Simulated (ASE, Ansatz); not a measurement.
# Generalised stacking fault on (110) of a LiCl-LiBr solid solution (56 atoms): a single point, part 2 of 2

Aim: energy, forces, charges and density of states of generalised stacking fault on (110) of a LiCl-LiBr solid solution (56 atoms) at a fixed geometry.

Ansatz 0.2.0; Kohn-Sham DFT, PBE, PAW (set soft_2), plane waves.

The cell: 28 Li, 10 Br and 18 Cl. The cell is under 6 Å thick along one periodic direction. The host structure and its lattice constant were typed by rule, without a check against the phase diagram.

So far. Step 2 (Plane-wave single point): Valence density in the ca plane at fractional y = 0.000, with atoms of Li and Br and Cl within 0.2 Å of it. It is the smooth field of the valence electrons, not physical close to the nuclei.

## 2. Plane-wave single point (continued)

Electrostatic potential energy in the ca plane at fractional y = 0.000, with atoms of Li and Br and Cl within 0.2 Å of it. With pseudopotentials it is smooth inside the atoms' cores, unlike the true potential.

Ten even steps from '0' (-55 eV) to '9' (7 eV), each cell a mean:
```
99999999853489999998778998889999998644799999
99999999863579999996447999999987899988999999
99998899987789999996436999999754689999998789
99973258999999999998668999999743589999986458
99830005999999756899999999999865689999985347
99830003899997312699999987789998899999997558
78861005999997200489999852258999999878999889
57986458999998411489999830027999997324899999
47999999999999855799999851127999995101599999
78999999876799999999999985468999996201599999
99999999853589999998778999999999998634799999
99999999853579999996447999999977899988999999
99998899986789999996436999999754689999998889
99973258999999999998668999999743589999986458
99830005999999766899989999999865689999985347
99830003899997312699999975589998899999997558
78861005999997200489999830038999999778999889
47987568999998411489999710006999997324899999
47999999999999855799999820006999995101599999
78999999876799999999999973248999996201599999
```
Columns run along c (16.0 Å, from fractional 0.00 to 0.60 of the cell; values clipped at the 3rd and 97th percentile), rows up along a (7.4 Å). Atoms in or near the plane, at fractional coordinates: Br at (0.07, 0.72), Li at (0.14, 0.94), Cl at (0.21, 0.66), Li at (0.28, 0.88), Cl at (0.35, 0.60), Li at (0.43, 0.82), Cl at (0.50, 0.54), Li at (0.57, 0.77), Br at (0.07, 0.22), Li at (0.14, 0.44), Cl at (0.21, 0.16), Li at (0.28, 0.38), Br at (0.35, 0.10), Li at (0.42, 0.32) and more.

Mean Löwdin charges: Br -0.55, Cl -0.63, Li +0.66 e (they miss 0.62 % of the electrons, so they add up to more than the cell's charge).

## 3. Structure statistics

These statistics describe the geometry on which the runs were made.

Density 2.63 g/cm³, 18.40 Å³ an atom.

Pair distribution functions g(r), in bins of 0.2 Å:

| r (Å) | total | Li-Li | Li-Cl | Li-Br | Cl-Cl | Cl-Br | Br-Br |
| --- | --- | --- | --- | --- | --- | --- | --- |
| 2.30 | 0.05 | 0.00 | 0.00 | 0.26 | 0.00 | 0.00 | 0.00 |
| 2.50 | 0.13 | 0.00 | 0.14 | 0.50 | 0.00 | 0.00 | 0.00 |
| 2.70 | 6.05 | 0.00 | 12.45 | 11.45 | 0.00 | 0.00 | 0.00 |
| 2.90 | 0.00 | 0.00 | 0.00 | 0.00 | 0.00 | 0.00 | 0.00 |
| 3.10 | 0.00 | 0.00 | 0.00 | 0.00 | 0.00 | 0.00 | 0.00 |
| 3.30 | 0.10 | 0.00 | 0.08 | 0.42 | 0.00 | 0.00 | 0.00 |
| 3.50 | 0.16 | 0.33 | 0.00 | 0.00 | 0.00 | 0.36 | 1.28 |
| 3.70 | 5.90 | 11.76 | 0.00 | 0.00 | 12.80 | 11.18 | 10.66 |
| 3.90 | 0.12 | 0.26 | 0.00 | 0.00 | 0.00 | 0.44 | 0.00 |
| 4.10 | 0.14 | 0.24 | 0.00 | 0.00 | 0.00 | 0.40 | 0.94 |
| 4.30 | 0.00 | 0.00 | 0.00 | 0.00 | 0.00 | 0.00 | 0.00 |
| 4.50 | 2.61 | 0.00 | 5.30 | 5.05 | 0.00 | 0.00 | 0.00 |
| 4.70 | 0.18 | 0.00 | 0.29 | 0.52 | 0.00 | 0.00 | 0.00 |
| 4.90 | 0.02 | 0.08 | 0.00 | 0.00 | 0.00 | 0.00 | 0.00 |
| 5.10 | 0.06 | 0.08 | 0.00 | 0.00 | 0.10 | 0.18 | 0.32 |
| 5.30 | 1.47 | 2.86 | 0.03 | 0.15 | 3.27 | 2.29 | 3.54 |
| 5.50 | 0.00 | 0.00 | 0.00 | 0.00 | 0.00 | 0.00 | 0.00 |
| 5.70 | 0.19 | 0.00 | 0.23 | 0.63 | 0.00 | 0.00 | 0.00 |
| 5.90 | 4.68 | 0.21 | 9.47 | 8.51 | 0.07 | 0.26 | 0.70 |
| 6.10 | 0.06 | 0.03 | 0.04 | 0.23 | 0.00 | 0.00 | 0.00 |
| 6.30 | 0.09 | 0.00 | 0.16 | 0.19 | 0.00 | 0.00 | 0.00 |
| 6.50 | 4.04 | 7.85 | 0.16 | 0.39 | 8.05 | 7.92 | 6.70 |
| 6.70 | 0.05 | 0.09 | 0.00 | 0.00 | 0.00 | 0.26 | 0.00 |
| 6.90 | 0.13 | 0.25 | 0.00 | 0.00 | 0.22 | 0.29 | 0.35 |
| 7.10 | 0.04 | 0.08 | 0.00 | 0.00 | 0.00 | 0.09 | 0.33 |
| 7.30 | 0.08 | 0.16 | 0.00 | 0.00 | 0.10 | 0.17 | 0.31 |
| 7.50 | 1.40 | 2.72 | 0.04 | 0.15 | 2.93 | 2.54 | 2.67 |
| 7.70 | 0.12 | 0.14 | 0.08 | 0.12 | 0.09 | 0.23 | 0.00 |

Bonds by pair of elements; cutoffs follow the first minimum of g(r), held within bounds set by covalent radii, and pairs that aren't listed don't count as bonded:

| pair A-B | cutoff (Å) | bonds | mean length (Å) | spread (Å) | shortest (Å) | B about A | A about B |
| --- | --- | --- | --- | --- | --- | --- | --- |
| Li-Cl | 2.98 | 107 | 2.63 | 0.024 | 2.42 | 3.82 | 5.94 |
| Li-Br | 2.98 | 57 | 2.62 | 0.052 | 2.39 | 2.04 | 5.7 |

How many atoms have how many bonded neighbours:

| element | mean | 5 | 6 |
| --- | --- | --- | --- |
| Br | 5.7 | 3 | 7 |
| Cl | 5.94 | 1 | 17 |
| Li | 5.86 | 4 | 24 |

Bond angles (no mean is given where the spread exceeds 20°):

| angle | count | mean (°) | spread (°) |
| --- | --- | --- | --- |
| Li-Cl-Li | 265 | - | - |
| Cl-Li-Cl | 177 | - | - |
| Br-Li-Cl | 172 | - | - |
| Li-Br-Li | 135 | - | - |
| Br-Li-Br | 51 | - | - |

Bond length by coordination (bonds to H left out):

| element | coordination | atoms | mean bond length (Å) |
| --- | --- | --- | --- |
| Br | 5 | 3 | 2.59 |
| Br | 6 | 7 | 2.63 |
| Cl | 5 | 1 | 2.59 |
| Cl | 6 | 17 | 2.63 |
| Li | 5 | 4 | 2.59 |
| Li | 6 | 24 | 2.63 |

With the cutoffs above, 70 % of Br atoms have 6, 94 % of Cl atoms have 6 and 86 % of Li atoms have 6 bonded neighbours.

The surroundings of Li21, picked at random, nearest first, numbered as they follow in the input and with coordinates relative to it.

| atom | x | y | z | distance (Å) | bonds | Löwdin charge (e) | Fx | Fy | Fz (eV/Å) |
| --- | --- | --- | --- | --- | --- | --- | --- | --- | --- |
| Li21 | 0.00 | 0.00 | 0.00 | 0.00 | 6 | 0.65 | 0.128 | -0.001 | 0.120 |
| Cl22 | -1.84 | -0.02 | 1.86 | 2.62 | 6 | -0.63 | -0.027 | 0.015 | 0.074 |
| Br48 | 0.00 | -2.63 | 0.00 | 2.63 | 6 | -0.55 | 0.068 | -0.044 | 0.075 |
| Cl6 | 1.87 | -0.01 | -1.86 | 2.64 | 6 | -0.63 | 0.025 | 0.008 | -0.009 |
| Br48 | 0.00 | 2.64 | 0.00 | 2.64 | 6 | -0.55 | 0.068 | -0.044 | 0.075 |
| Br20 | -1.86 | -0.03 | -1.88 | 2.64 | 6 | -0.55 | -0.036 | 0.065 | 0.038 |
| Cl8 | 1.87 | 0.00 | 1.88 | 2.65 | 6 | -0.63 | -0.004 | -0.028 | 0.028 |
| Li35 | -1.84 | 2.61 | 1.85 | 3.69 | 6 | 0.66 | -0.027 | 0.003 | 0.277 |
| Li33 | -1.86 | 2.61 | -1.87 | 3.71 | 6 | 0.63 | -0.118 | -0.004 | -0.129 |
| Li47 | 1.88 | 2.62 | -1.86 | 3.72 | 6 | 0.65 | 0.094 | 0.003 | -0.151 |

The column of bonds counts only the pairs Li-Cl within 2.98 Å, Li-Br within 2.98 Å; other neighbours, such as metal atoms beside each other in a compound, aren't counted, and periodic images can show an atom twice.

## 4. What came out

```yaml
free_energy_per_atom: -948.0264 eV/atom
density: 2.63 g/cm³
pressure: 0.4992 GPa
r_m_s_force_component: 0.1168 eV/Å
spacing_of_highest_filled_and_lowest_empty_level: 5.462 eV
wall_time_of_the_1_dft_run: 24 s
```

**Reading.** The highest filled and lowest empty levels differ by 5.46 eV on the run's k-points; the mesh holds the band edges only if they fold onto it, so the gap at this level can be narrower or closed, while semilocal functionals tend to narrow gaps against experiment. With the cutoffs above, 70 % of Br atoms have 6, 94 % of Cl atoms have 6 and 86 % of Li atoms have 6 bonded neighbours.

**Limits.** The geometry was built by rule, was displaced at random and isn't relaxed at this level: its force components are 0.12 eV/Å r.m.s.

[Logs are printed without paths, hosts, clocks, repeated set-up lines and the standing remarks that a program may print on its own settings, such as how far it seeks lower states.]

[Hosts, paths, dates, database ids (printed as entryN), source tags and the programs' standing remarks are cut or masked in the printed files.]
